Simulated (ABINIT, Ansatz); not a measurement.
**SiC (Moissanite): G0W0 with ABINIT, start to end**

The structure is hexagonal, space group P6_3mc (No. 186). Conventional cell: a = 3.076 Å, b = 3.076 Å, c = 5.048 Å, α = 90.00°, β = 90.00°, γ = 120.00°. Nearest to Si lie 4 C at 1.87 to 1.94 Å. Nearest to C lie 4 Si at 1.87 to 1.94 Å. Farther neighbours, and contacts between anions beyond the nearest, are not listed.

```yaml
method: RPA screening on PBE, plane waves, norm-conserving pseudopotentials (and 2 further levels or steps)
program: ABINIT 10.8.3
settings: cutoff 37 Ha, PseudoDojo scalar-relativistic 0.4.1 standard, norm-conserving, ngkpt (6, 6, 4), nband 120, ecuteps 6.6 Ha, inclvkb 2, shiftk (0, 0, 0), symchi 1, awtr 1, frequency ppm, 6×6×4 k-mesh
cost: 5 runs, 16 min in all on 4 MPI ranks of AMD EPYC 7571, shared host
notes: The program’s warnings: nkpt*nsppol () is not a multiple of nproc spkpt (). The cell and positions come from the Crystallography Open Database and are kept as given unless a step says otherwise.
pbe_gap: 2.33 eV, indirect
g0w0_gap_on_the_mesh: 2.96 eV
gw_settings: 6×6×4 mesh, 120 bands, screening to 179.6 eV, Godby-Needs plasmon pole
known_limits: short of the basis limit
```

G0W0 moves the gap on the mesh from 2.33 eV to 2.96 eV (+0.63 eV), with Z of 0.79 and 0.82 at the edges. Local fields lower the RPA ε∞ on this mesh from 7.49 to 6.84.

[Long decimals in the printed logs are rounded to 6 places.]

[Logs are printed without paths, hosts, clocks, repeated set-up lines and the standing remarks that a program may print on its own settings, such as how far it seeks lower states.]

[Paths, hosts, dates, memory and timing lines, banners, echoed tables and standing remarks are left out of the program output; an Ansatz launch command may be rebuilt from the run's recorded settings. Measured values are a selection of at most five: reports struck by readers or far from the other reports are left out. None is set beside runs whose start may be inverted or whose files or cutoffs have a known fault.]

[Runs of the session that timed out or met a known fault of the program may be left out.]

[Hosts, paths, dates, database ids (printed as entryN), source tags and the programs' standing remarks are cut or masked in the printed files.]

[G0W0 gaps are taken among the corrected bands and points alone; a level outside them can change the order at an edge.]

[Where Ansatz stands beside ABINIT at settings called matched, ABINIT's density can come from a denser mesh and the files from another edition; pairs whose starting gaps differed by over 0.03 eV were left out, so agreement reads better than it is.]
